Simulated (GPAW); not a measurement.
# AlN: optical spectrum from first principles

Aim: the dielectric function of AlN, and the optical constants that follow from it. The cell comes from an older database entry, whose edges can differ from later determinations, mostly by under a per cent.

Main program and level: GPAW 26.7.0; DFT, PBE, plane-wave PAW (GPAW data sets), scalar-relativistic, RPA, optical limit.

The database entry behind the starting cell differs from later determinations by our own check (inner coordinate u about 0.002 short), so it need not match the best structure at ambient conditions.

### 1. The starting structure

It takes space group P6_3mc (No. 186, hexagonal). The conventional cell has a = 3.113 Å, b = 3.113 Å, c = 4.981 Å, α = 90.00°, β = 90.00°, γ = 120.00°. Nearest to Al lie 4 N at 1.89 Å. N has 4 Al at 1.89 Å nearest. Farther neighbours and most contacts between anions are not listed.

Structure file:

```cif
data_structure
_symmetry_space_group_name_H-M 'P 1'
_symmetry_Int_Tables_number 1
_cell_length_a 3.1130
_cell_length_b 3.1130
_cell_length_c 4.9810
_cell_angle_alpha 90.000
_cell_angle_beta 90.000
_cell_angle_gamma 120.000
_cell_volume 41.80
loop_
_atom_site_label
_atom_site_type_symbol
_atom_site_fract_x
_atom_site_fract_y
_atom_site_fract_z
_atom_site_occupancy
Al1 Al 0.66667 0.33333 0.50000 1
Al2 Al 0.33333 0.66667 0.00000 1
N3 N 0.66667 0.33333 0.88000 1
N4 N 0.33333 0.66667 0.38000 1
```

### 2. Dielectric function, RPA

Local fields let the induced charge screen the field inside the cell, which as a rule lowers ε, most along directions where the density is uneven.

df.py reads:

```python
from gpaw.response.df import DielectricFunction

df = DielectricFunction('full.gpw', frequencies={'type': 'nonlinear', 'domega0': 0.03, 'omega2': 8},
                        ecut=50,
                        eta=0.15,
                        nbands=30,
                        txt='df.txt')
for direction in ['x', 'z']:
    df.get_dielectric_function(xc='RPA', direction=direction, filename=f'df_{direction}.csv')
```

Started as:

```sh
OMP_NUM_THREADS=1 python df.py
```

Numbers of over 12 decimals in the logs are rounded to 6 here.

The log of the run:

```text
Using integrator: PointIntegrator
NonLinearFrequencyDescriptor(from 0.000 to 47.611 eV, 459 points)
Nonperiodic BCs:  [False False False]
Using integrator: PointIntegrator
NonLinearFrequencyDescriptor(from 0.000 to 47.611 eV, 459 points)
Nonperiodic BCs:  [False False False]

Calculating chi0 body with:
    Ground state adapter containing:
    Number of spins: 1
    Number of kpoints: 864
    Number of irreducible kpoints: 100
    Number of completely occupied states: 8
    Number of partially occupied states: 8

    Linear response parametrization:
    q_c: [0.0, 0.0, 0.0]
    Number of frequency points: 459
    Planewave cutoff: 50.0
    Number of bands: 30
    Number of planewaves: 35
    Broadening (eta): 0.15

Integrating chi0 body.

Symmetries of q_c:
    Direct symmetries (Uq -> q): 6
    Indirect symmetries (TUq -> q): 6
In total 12 allowed symmetries.

100 groups of equivalent kpoints. 88.425926% reduction.

Integral kind: spectral function

Calculating chi0 optical extensions with:
    Ground state adapter containing:
    Number of spins: 1
    Number of kpoints: 864
    Number of irreducible kpoints: 100
    Number of completely occupied states: 8
    Number of partially occupied states: 8

    Linear response parametrization:
    Number of frequency points: 459
    Planewave cutoff: 50.0
    Number of bands: 30
    Number of planewaves: 35
    Broadening (eta): 0.15
Integrating chi0 head and wings.

Symmetries of q_c:
    Direct symmetries (Uq -> q): 6
    Indirect symmetries (TUq -> q): 6
In total 12 allowed symmetries.

100 groups of equivalent kpoints. 88.425926% reduction.

Integral kind: spectral function wings
```

The job ended after 8 s (1 thread of Intel Xeon Platinum 8559C (Emerald Rapids), shared host; peak memory 0.23 GiB).

Numbers from this step:

```
electronic dielectric constant ε∞, mean over x, y and z (by symmetry where fewer were run) : 4.350
main peak of Im epsilon, first axis                                                        : 7.932 eV
```

Some rows of df_x.csv (energy; Re and Im without local fields; Re and Im with them):

```text
0.000000, 4.572970, -0.000000, 4.282163, -0.000000
0.429336, 4.582186, 0.006473, 4.290657, 0.005967
0.878195, 4.611964, 0.013542, 4.318113, 0.012492
1.347938, 4.666729, 0.021662, 4.368664, 0.020010
1.840057, 4.753351, 0.031559, 4.448766, 0.029221
2.356191, 4.882960, 0.044544, 4.568983, 0.041402
2.898142, 5.075088, 0.063398, 4.748092, 0.059314
3.467895, 5.369640, 0.096120, 5.025204, 0.091083
4.067647, 5.882920, 0.202833, 5.517944, 0.199739
4.699832, 6.628482, 0.728630, 6.230087, 0.748585
5.367152, 6.748652, 1.186559, 6.198683, 1.229011
6.072622, 8.158480, 2.853142, 7.398546, 2.811452
6.819608, 7.562014, 6.177226, 6.580828, 5.675220
7.611886, 5.350758, 8.541798, 4.938212, 7.539986
8.453705, 2.356414, 7.290278, 2.143086, 6.379333
9.349861, 1.471034, 4.400860, 0.945092, 3.951182
10.305790, 1.710035, 4.718586, 1.117933, 3.601216
11.327680, 0.833785, 4.695593, 1.159478, 3.358407
12.422601, -0.760095, 5.377888, 0.771376, 4.347424
13.598673, -1.768201, 3.404973, -0.566037, 3.503221
```

The Im ε has structure finer than the step of the table below, so its rows give means over 0.5 eV, whole bins alone (the curve runs from 0 to 14.0 eV). Peaks (eV: height): E ∥ x 7.91: 8.06, 8.58: 6.72, 12.59: 4.51; E ∥ z 6.93: 8.96, 9.42: 5.74, 12.26: 4.77.

Values under the direct gap are tails of Lorentzian lines. The Im ε by photon energy; means over each step:

| photon energy (eV) | E ∥ x | E ∥ z |
| --- | --- | --- |
| 0.5 | 0.00698 | 0.00810 |
| 1.0 | 0.0144 | 0.0168 |
| 1.5 | 0.0227 | 0.0266 |
| 2.0 | 0.0328 | 0.0386 |
| 2.5 | 0.0457 | 0.0546 |
| 3.0 | 0.0641 | 0.0783 |
| 3.5 | 0.0952 | 0.123 |
| 4.0 | 0.193 | 0.311 |
| 4.5 | 0.496 | 0.798 |
| 5.0 | 1.08 | 0.937 |
| 5.5 | 1.32 | 1.83 |
| 6.0 | 2.55 | 3.90 |
| 6.5 | 4.27 | 6.93 |
| 7.0 | 5.95 | 8.54 |
| 7.5 | 6.92 | 6.87 |
| 8.0 | 7.31 | 5.16 |
| 8.5 | 6.18 | 3.64 |
| 9.0 | 4.72 | 3.56 |
| 9.5 | 3.89 | 5.21 |
| 10.0 | 3.68 | 4.58 |
| 10.5 | 3.62 | 4.02 |
| 11.0 | 3.89 | 3.22 |
| 11.5 | 3.62 | 3.61 |
| 12.0 | 3.90 | 4.55 |
| 12.5 | 4.31 | 4.40 |
| 13.0 | 4.08 | 3.93 |
| 13.5 | 3.62 | 3.36 |

Re ε against photon energy:

| photon energy (eV) | E ∥ x | E ∥ z |
| --- | --- | --- |
| 0.0 | 4.28 | 4.49 |
| 0.5 | 4.29 | 4.50 |
| 1.0 | 4.33 | 4.54 |
| 1.5 | 4.39 | 4.61 |
| 2.0 | 4.48 | 4.72 |
| 2.5 | 4.61 | 4.87 |
| 3.0 | 4.79 | 5.09 |
| 3.5 | 5.04 | 5.41 |
| 4.0 | 5.44 | 5.92 |
| 4.5 | 5.91 | 6.53 |
| 5.0 | 6.32 | 6.97 |
| 5.5 | 6.59 | 7.59 |
| 6.0 | 7.44 | 8.93 |
| 6.5 | 7.97 | 8.40 |
| 7.0 | 6.39 | 3.79 |
| 7.5 | 5.53 | 2.03 |
| 8.0 | 1.97 | 0.549 |
| 8.5 | 1.85 | 1.30 |
| 9.0 | 0.177 | 2.37 |
| 9.5 | 0.890 | 1.59 |
| 10.0 | 1.06 | 0.804 |
| 10.5 | 1.40 | 0.316 |
| 11.0 | 0.585 | 0.573 |
| 11.5 | 1.21 | 1.63 |
| 12.0 | 0.846 | 0.794 |
| 12.5 | 0.562 | -0.243 |
| 13.0 | 0.172 | 0.00439 |
| 13.5 | -0.660 | -1.30 |

Refractive index n and extinction k against photon energy:

| photon energy (eV) | n, E ∥ x | k, E ∥ x | n, E ∥ z | k, E ∥ z |
| --- | --- | --- | --- | --- |
| 0.0 | 2.07 | 0 | 2.12 | 0 |
| 0.5 | 2.07 | 0.00168 | 2.12 | 0.00190 |
| 1.0 | 2.08 | 0.00345 | 2.13 | 0.00392 |
| 1.5 | 2.10 | 0.00541 | 2.15 | 0.00617 |
| 2.0 | 2.12 | 0.00771 | 2.17 | 0.00885 |
| 2.5 | 2.15 | 0.0106 | 2.21 | 0.0123 |
| 3.0 | 2.19 | 0.0145 | 2.26 | 0.0172 |
| 3.5 | 2.25 | 0.0209 | 2.33 | 0.0258 |
| 4.0 | 2.33 | 0.0371 | 2.43 | 0.0621 |
| 4.5 | 2.43 | 0.0851 | 2.56 | 0.168 |
| 5.0 | 2.52 | 0.182 | 2.64 | 0.142 |
| 5.5 | 2.58 | 0.229 | 2.77 | 0.291 |
| 6.0 | 2.77 | 0.481 | 3.07 | 0.688 |
| 6.5 | 2.91 | 0.719 | 3.11 | 1.13 |
| 7.0 | 2.74 | 1.06 | 2.58 | 1.70 |
| 7.5 | 2.68 | 1.29 | 2.15 | 1.61 |
| 8.0 | 2.24 | 1.75 | 1.73 | 1.57 |
| 8.5 | 2.09 | 1.58 | 1.62 | 1.15 |
| 9.0 | 1.58 | 1.52 | 1.80 | 0.931 |
| 9.5 | 1.57 | 1.26 | 1.90 | 1.43 |
| 10.0 | 1.55 | 1.16 | 1.64 | 1.37 |
| 10.5 | 1.60 | 1.08 | 1.44 | 1.33 |
| 11.0 | 1.52 | 1.31 | 1.38 | 1.15 |
| 11.5 | 1.60 | 1.16 | 1.67 | 1.08 |
| 12.0 | 1.55 | 1.25 | 1.64 | 1.38 |
| 12.5 | 1.59 | 1.41 | 1.45 | 1.53 |
| 13.0 | 1.46 | 1.40 | 1.39 | 1.39 |
| 13.5 | 1.19 | 1.44 | 1.03 | 1.54 |

The Im ε, E ∥ x has structure finer than the step of the table below, so its rows give means over 0.25 eV, whole bins alone (the curve runs from 0 to 14.0 eV). Peaks (eV: height): without local fields 7.907: 8.94, 8.516: 7.55, 10.808: 6.37; with local fields 7.907: 8.06, 8.578: 6.72, 12.585: 4.51.

Values under the direct gap are tails of Lorentzian lines. The Im ε, E ∥ x by photon energy; means over each step:

| photon energy (eV) | without local fields | with local fields |
| --- | --- | --- |
| 0.25 | 0.00376 | 0.00346 |
| 0.50 | 0.00756 | 0.00697 |
| 0.75 | 0.0115 | 0.0106 |
| 1.00 | 0.0156 | 0.0144 |
| 1.25 | 0.0199 | 0.0184 |
| 1.50 | 0.0245 | 0.0227 |
| 1.75 | 0.0296 | 0.0274 |
| 2.00 | 0.0353 | 0.0327 |
| 2.25 | 0.0416 | 0.0387 |
| 2.50 | 0.0489 | 0.0455 |
| 2.75 | 0.0576 | 0.0538 |
| 3.00 | 0.0680 | 0.0638 |
| 3.25 | 0.0813 | 0.0766 |
| 3.50 | 0.0991 | 0.0941 |
| 3.75 | 0.126 | 0.121 |
| 4.00 | 0.182 | 0.178 |
| 4.25 | 0.333 | 0.336 |
| 4.50 | 0.435 | 0.441 |
| 4.75 | 0.795 | 0.820 |
| 5.00 | 0.949 | 0.980 |
| 5.25 | 1.36 | 1.42 |
| 5.50 | 1.18 | 1.21 |
| 5.75 | 1.70 | 1.71 |
| 6.00 | 2.64 | 2.63 |
| 6.25 | 3.19 | 3.11 |
| 6.50 | 4.44 | 4.21 |
| 6.75 | 6.01 | 5.57 |
| 7.00 | 6.56 | 5.88 |
| 7.25 | 7.00 | 6.28 |
| 7.50 | 7.87 | 6.90 |
| 7.75 | 8.66 | 7.76 |
| 8.00 | 8.38 | 7.63 |
| 8.25 | 6.59 | 5.95 |
| 8.50 | 7.27 | 6.45 |
| 8.75 | 6.22 | 5.71 |
| 9.00 | 5.13 | 4.76 |
| 9.25 | 4.36 | 3.96 |
| 9.50 | 4.49 | 3.92 |
| 9.75 | 4.53 | 3.80 |
| 10.00 | 4.54 | 3.64 |
| 10.25 | 4.72 | 3.62 |
| 10.50 | 4.98 | 3.50 |
| 10.75 | 6.05 | 4.07 |
| 11.00 | 5.39 | 3.96 |
| 11.25 | 4.66 | 3.38 |
| 11.50 | 5.08 | 3.65 |
| 11.75 | 5.25 | 3.88 |
| 12.00 | 5.08 | 3.88 |
| 12.25 | 5.25 | 4.04 |
| 12.50 | 5.23 | 4.42 |
| 12.75 | 4.48 | 4.08 |
| 13.00 | 4.48 | 4.08 |
| 13.25 | 3.94 | 4.08 |
| 13.50 | 3.38 | 3.51 |
| 13.75 | 3.19 | 3.51 |

The loss function −Im 1/ε at q → 0 has structure finer than the step of the table below, so its rows give means over 0.5 eV, whole bins alone (the curve runs from 0 to 14.0 eV). Peaks (eV: height): E ∥ x 10.38: 0.258, 11.18: 0.283; E ∥ z 8.27: 0.254, 11.10: 0.312, 12.92: 0.280.

Values under the direct gap are tails of Lorentzian lines. Table of loss function −Im 1/ε at q → 0 by energy loss; means over each step:

| energy loss (eV) | E ∥ x | E ∥ z |
| --- | --- | --- |
| 0.5 | 3.8e-4 | 4.0e-4 |
| 1.0 | 7.7e-4 | 8.1e-4 |
| 1.5 | 0.00118 | 0.00125 |
| 2.0 | 0.00163 | 0.00173 |
| 2.5 | 0.00215 | 0.00229 |
| 3.0 | 0.00278 | 0.00301 |
| 3.5 | 0.00372 | 0.00418 |
| 4.0 | 0.00637 | 0.00881 |
| 4.5 | 0.0137 | 0.0196 |
| 5.0 | 0.0262 | 0.0187 |
| 5.5 | 0.0289 | 0.0292 |
| 6.0 | 0.0409 | 0.0429 |
| 6.5 | 0.0539 | 0.0600 |
| 7.0 | 0.0797 | 0.0969 |
| 7.5 | 0.0922 | 0.136 |
| 8.0 | 0.126 | 0.195 |
| 8.5 | 0.152 | 0.240 |
| 9.0 | 0.213 | 0.190 |
| 9.5 | 0.243 | 0.167 |
| 10.0 | 0.250 | 0.210 |
| 10.5 | 0.242 | 0.247 |
| 11.0 | 0.247 | 0.296 |
| 11.5 | 0.251 | 0.234 |
| 12.0 | 0.242 | 0.211 |
| 12.5 | 0.227 | 0.226 |
| 13.0 | 0.245 | 0.253 |
| 13.5 | 0.266 | 0.261 |

Optical constants at common wavelengths, from n + ik = √ε:

| wavelength (nm) | n x | k x | R (%) x | 1/α x | n z | k z | R (%) z | 1/α z |
| --- | --- | --- | --- | --- | --- | --- | --- | --- |
| 1550 | 2.08 | 0.003 | 12.2 | 45 µm | 2.13 | 0.003 | 13.0 | 40 µm |
| 800 | 2.10 | 0.006 | 12.5 | 11 µm | 2.15 | 0.006 | 13.3 | 9.9 µm |
| 633 | 2.11 | 0.008 | 12.8 | 6.7 µm | 2.17 | 0.009 | 13.6 | 5.9 µm |
| 532 | 2.14 | 0.010 | 13.1 | 4.4 µm | 2.19 | 0.011 | 14.0 | 3.8 µm |
| 450 | 2.17 | 0.012 | 13.6 | 2.9 µm | 2.23 | 0.015 | 14.5 | 2.5 µm |
| 308 | 2.34 | 0.039 | 16.1 | 631 nm | 2.44 | 0.067 | 17.6 | 364 nm |
| 248 | 2.52 | 0.182 | 18.9 | 109 nm | 2.64 | 0.142 | 20.5 | 139 nm |

Below the direct gap, k and the depth come from the tails of the Lorentzian lines, not from transitions.

Rows near the edge hang on the gap, which this functional as a rule makes too small, and phonon-assisted absorption is left out.

At 1064 nm the birefringence n(z) − n(x) is +0.051: the crystal is uniaxial positive at this level.

### 3. Outcome

```
electronic dielectric constant ε∞, mean over x, y and z (by symmetry where fewer were run) (RPA) : 4.35
main peak of Im epsilon, first axis                                                              : 7.93 eV
```

What this shows: At this level (PBE, RPA) AlN has a mean ε∞ = 4.35 and n = 2.08 at 1550 nm (E ∥ x), and Im ε peaks at 7.9 eV (E ∥ x). Local fields change the static value along x from 4.57 to 4.28 (-6 %). Distinct maxima of Im ε, read by a parabola through the highest points, lie at 7.93 eV (8.1), 8.55 eV (6.7), 10.86 eV (4.4) and 12.55 eV (4.5) for E ∥ x. The static values by axis are 4.28 (x), 4.49 (z). At 1064 nm the birefringence n(z) − n(x) is +0.051: the crystal is uniaxial positive at this level. Excitons and phonon-assisted transitions are missing; PBE gaps are as a rule too small, which pulls the onset down and ε∞ up. The sum runs over mesh points, so small or evenly spaced maxima can still be ripples of the mesh.

[Machine, clock and banner lines and Python warnings are left out of the logs.]

[Logs are printed without paths, hosts, clocks, repeated set-up lines and the standing remarks that a program may print on its own settings, such as how far it seeks lower states.]

[Hosts, paths, dates, database ids (printed as entryN), source tags and the programs' standing remarks are cut or masked in the printed files.]
